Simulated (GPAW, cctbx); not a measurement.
# NaCdI3: deformation density and structure factors from DFT

Question: by how much does bonding change the X-ray structure factors of NaCdI3, how firmly does DFT give the change, and what does a routine refinement make of it?

The start was made by putting kin elements into a known structure type; the compound need not exist, or be stable, in this form. All numbers below are calculated.

**1. Find the equilibrium geometry**

The density hangs on the geometry, so cell and atoms are relaxed first, with the symmetry held. The cutoff is set higher than for the density because stress converges slowly with plane waves.

Settings: GPAW 26.7.0, PBE, 570 eV, 3×3×3 k-points, Fermi–Dirac width 0.05 eV, BFGS to 0.03 eV/Å.

```text
cell
1.0
     5.850000000    0.000000000    0.000000000
     0.000000000    5.850000000    0.000000000
     0.000000000    0.000000000    5.850000000
I Cd Na
3 1 1
Direct
0.500000000 0.500000000 0.000000000
0.000000000 0.500000000 0.500000000
0.500000000 0.000000000 0.500000000
0.500000000 0.500000000 0.500000000
0.000000000 0.000000000 0.000000000
```

```console
$ OMP_NUM_THREADS=1 mpirun -n 4 gpaw python run.py > gpaw.log
```

```text
BFGS:    0       -9.965641        0.329065
BFGS:    1       -9.970218        0.312150
BFGS:    2      -10.013823        0.024301
cell  5.9580 5.9580 5.9580  90.00 90.00 90.00
volume 211.494 A^3, largest force 0.000 eV/A, largest stress 0.09 GPa
```

After 2 steps the volume has changed by +5.6 % and the energy by -0.048 eV; the largest stress left is 0.09 GPa. It took 23 s on 4 cores of Intel(R) Xeon(R) Platinum 8488C (Sapphire Rapids) (shared host), peak memory 1.1 GiB.

Relaxed structure: Pm-3m (no. 221), a = 5.9580 Å, b = 5.9580 Å, c = 5.9580 Å, α = 90.00°, β = 90.00°, γ = 90.00°.

```csv
atom,mult.,x,y,z
I1,3,1/2,1/2,0
Cd1,1,1/2,1/2,1/2
Na1,1,0,0,0
```

**2. The all-electron density**

X-rays see the whole electron density, so the PAW density is rebuilt with its core regions. Subtracting spherical free atoms from the same code cancels the cores and leaves the deformation density Δρ, the part due to bonding.

Settings: PBE, 450 eV, 3×3×3 k-points, Fermi–Dirac width 0.05 eV; primitive cell of 5 atoms.

```console
$ OMP_NUM_THREADS=1 mpirun -n 4 gpaw python run.py > gpaw.log
```

```text
|iter:   1|       0s |  -10.716090 | -0.94 |       |
|iter:   2|       0s |  -10.570470 | -2.74 | -1.22 |
|iter:   3|       0s |   -9.974663 | -1.41 | -1.26 |
...
|iter:   6|       1s |   -9.971709c| -5.19 | -2.89 |
|iter:   7|       1s |   -9.971739c| -6.24 | -3.44 |
|iter:   8|       2s |   -9.971740c| -7.45c| -4.33c|
```

```text
grid (60, 60, 60)  electrons 218.000  moved by bonding 0.917 e
deformation density beyond 0.5 A of the nuclei: max 0.075, min -0.069 e/A^3
atom        x       y       z   Voronoi charge  moment
I 1    0.5000  0.5000  0.0000     -0.262       0.00
I 2    0.0000  0.5000  0.5000     -0.262       0.00
I 3    0.5000  0.0000  0.5000     -0.262       0.00
Cd4    0.5000  0.5000  0.5000      0.340       0.00
Na5    0.0000  0.0000  0.0000      0.446       0.00
mean inner potential of superposed free atoms 10.480 V
total magnetic moment 0.000 muB
```

Deformation density in a plane through the shortest contact of the I atom at the origin, in 0.01 e/Å³ (clipped at ±99); x from -1.6 to 4.6 Å, y from 2.4 down to -2.4 Å:

```text
  1   0   0   0   0   0   0   1   1   1  -1  -1  -2   1   1   1
  1   0   0   0   0   0   0   0   1   1   1   0   0   1   1   0
  0   0   0   1   1   1   0   0   0   1   2   3   2   1   0   0
  0   1   1   2   2   2   1   0   0  -1  -1  -1  -1  -1   0   0
  0   1   1   1   2   1   1   1   0  -3  -6  -5  -6  -4  -1   1
  1   2  -1  -1   .  -1  -1   2   0  -6   1   .   4  -6  -1   2
  1   2  -2   .   .  -1  -1   3   0  -5   8   .   .  -4  -1   3
  1   2  -1  -1   .  -1  -1   2   0  -6   1   .   4  -6  -1   2
  0   1   1   1   2   1   1   1   0  -3  -6  -5  -6  -4  -1   1
  0   1   1   2   2   2   1   0   0  -1  -1  -1  -1  -1   0   0
  0   0   0   1   1   1   0   0   0   1   2   3   2   1   0   0
  1   0   0   0   0   0   0   0   1   1   1   0   0   1   1   0
  1   0   0   0   0   0   0   1   1   1  -1  -1  -2   1   1   1
```

Atoms in or within 0.15 Å of the plane: I (0.0, 0.0), Cd (3.0, 0.0) Å. Dots mark points within about 0.45 Å of a nucleus; large values next to them are atomic features.

I gains most (-0.26 e) and Na loses most (+0.45 e), as electronegativity suggests. Such charges fall far short of formal ones, since overlapping free atoms already put density on their neighbours. Along the shortest contact from the I atom at the map's origin, I–Cd at 2.98 Å, Δρ is +0.02 e/Å³ at the midpoint; the highest value on the line, +0.08, lies at the edge of the range, 0.5 Å from Cd, and is an atomic rather than a bond feature: little piles up between the atoms. Point values carry grid noise of about 0.01 e/Å³. The run needed 8 iterations, 8.6 s.

**3. Structure factors**

The Fourier components of Δρ, added to those of the free atoms, give the static X-ray structure factors; the Mott–Bethe relation turns them into the Fourier components V of the potential that fast electrons feel.

```text
static structure factors of the conventional cell: F in electrons, V (Mott-Bethe) in volts
   h  k  l      d  |F| table  |F| free   |F| DFT   change   |V| free  |V| DFT  change %
   0  1  0  5.9580    85.760    85.808    85.940    0.132     3.225    3.123     -3.2
   0  1  1  4.2129     5.340     5.360     4.874   -0.486     0.246    0.433     76.0
   1  1  1  3.4399   104.971   105.033   105.292    0.259     4.351    4.285     -1.5
   0  2  0  2.9790   183.054   183.103   183.068   -0.035     6.712    6.718      0.1
   0  2  1  2.6645    74.300    74.321    74.283   -0.039     2.412    2.418      0.2
   1  2  1  2.4323     4.877     4.765     4.847    0.082     0.158    0.148     -6.7
   0  2  2  2.1065   164.695   164.676   164.588   -0.088     5.128    5.136      0.2
   1  2  2  1.9860    67.534    67.539    67.483   -0.056     1.920    1.925      0.2
   0  3  0  1.9860    67.534    67.539    67.454   -0.085     1.920    1.927      0.4
   0  3  1  1.8841     4.055     3.938     4.030    0.092     0.159    0.152     -4.5
   1  3  1  1.7964    86.142    86.199    86.073   -0.125     2.504    2.513      0.3
   2  2  2  1.7199   152.198   152.133   152.096   -0.037     4.223    4.225      0.1
   0  3  2  1.6525    62.816    62.808    62.805   -0.003     1.609    1.609      0.0
   1  3  2  1.5923     3.210     3.135     3.203    0.068     0.157    0.154     -2.4
```

The largest X-ray change is -0.49 e on 011, 9.1 % of |F|. For electrons V goes as (Z − F)/g², so a change of F counts against Z − F, which is small at low angle and wherever the atoms' terms cancel: |V| of 011 moves by +76.0 % (0.25 to 0.43 V) against -9.1 % in |F|. The last three rows change by 0.07 e or less, against 0.49 e at the top: the effect is concentrated at low angle. The tabulated Hartree–Fock atoms differ from the free DFT atoms by up to 0.12 e, so the choice of reference atom matters too.

**4. Which functional?**

The same geometry is run with other functionals, to see whether the bonding signal is larger than the spread between approximations. Free atoms are LDA for LDA and PBE otherwise; meta-GGAs and hybrids keep PBE cores. Any other changed setting is in the row's label.

```
 run  ΔF 011 (e)  ΔF 111 (e)  ΔF 010 (e)  q(I) (e)  moved (e)   time
 PBE      -0.486      +0.259      +0.132    -0.262      0.917  8.6 s
 LDA      -0.470      +0.212      +0.123    -0.247      0.865  9.7 s
SCAN      -0.520      +0.299      +0.115    -0.290      1.027   14 s
```

At the base's settings ΔF(011) spans -0.520 to -0.470 e, a spread of 10 % of the PBE value; over the three listed reflections the spread is at most 34 %, so the sign holds and the size hangs on the functional. The run marked unsound (too few SCF iterations) gave no density. Times are from shared hosts.

**5. What a spherical-atom refinement makes of it**

Routine crystallography fits spherical atoms. To see the bias, intensities are simulated from tabulated atoms plus the DFT change ΔF, so that bonding alone can misfit (7074 reflections of the full sphere, merged to the counts below, to 0.5 Å, 1 % proportional noise plus counting noise, assumed isotropic U as listed, Δρ smeared by the mean U) and refined with cctbx over different ranges.

| range | data | R1 | GooF | U I1 (true 0.0078) | U Cd1 (true 0.0081) | U Na1 (true 0.0131) | largest shift (Å) | Δρ max, min (e/Å³) |
| --- | --- | --- | --- | --- | --- | --- | --- | --- |
| all data | 222 | 0.0021 | 1.06 | 0.0078 | 0.0081 | 0.0131 | 0.0000 | 0.34, -0.22 |
| low resolution, d > 0.84 | 60 | 0.0015 | 1.21 | 0.0078 | 0.0081 | 0.0133 | 0.0000 | 0.11, -0.08 |
| high order, d < 0.75 | 144 | 0.0027 | 1.02 | 0.0078 | 0.0081 | 0.0130 | 0.0000 | 0.42, -0.26 |
| occupancies free, d > 0.7 | 93 | 0.0017 | 1.11 | 0.0078 | 0.0081 | 0.0124 | 0.0000 | 0.12, -0.14 |

With all data GooF is 1.06, so at this noise the bonding hardly shows; the top residual peak lies 0.00 Å from Cd and 2.98 Å from I, on the atom. No U is off by more than 3 s.u. at low resolution. Symmetry fixes every coordinate, so the shifts are zero by construction. With I1 held at 1 and the scale free, the other occupancies refine to Cd1 1.000(0.001) and Na1 0.987(0.005), within three s.u. of full.

**6. Answer**

Bonding moves 0.92 e in the primitive cell of NaCdI3 and changes the structure factors of the conventional cell in the table above by at most 0.49 e (011, 9.1 %). The shortest bond, I–Cd, has Δρ = +0.02 e/Å³ at its midpoint. At the base's settings ΔF(011) spans -0.520 to -0.470 e, a spread of 10 % of the PBE value; over the three listed reflections the spread is at most 34 %, so the sign holds and the size hangs on the functional. With all data GooF is 1.06, so at this noise the bonding hardly shows. Limits: static density, frozen cores, no spin–orbit coupling.

[Outputs are excerpts: Python notices, other lines and further rows are left out; steps that failed or that the build refused (PBEsol, TPSS) are not shown.]

[Logs are printed without paths, hosts, clocks, repeated set-up lines and the standing remarks that a program may print on its own settings, such as how far it seeks lower states.]
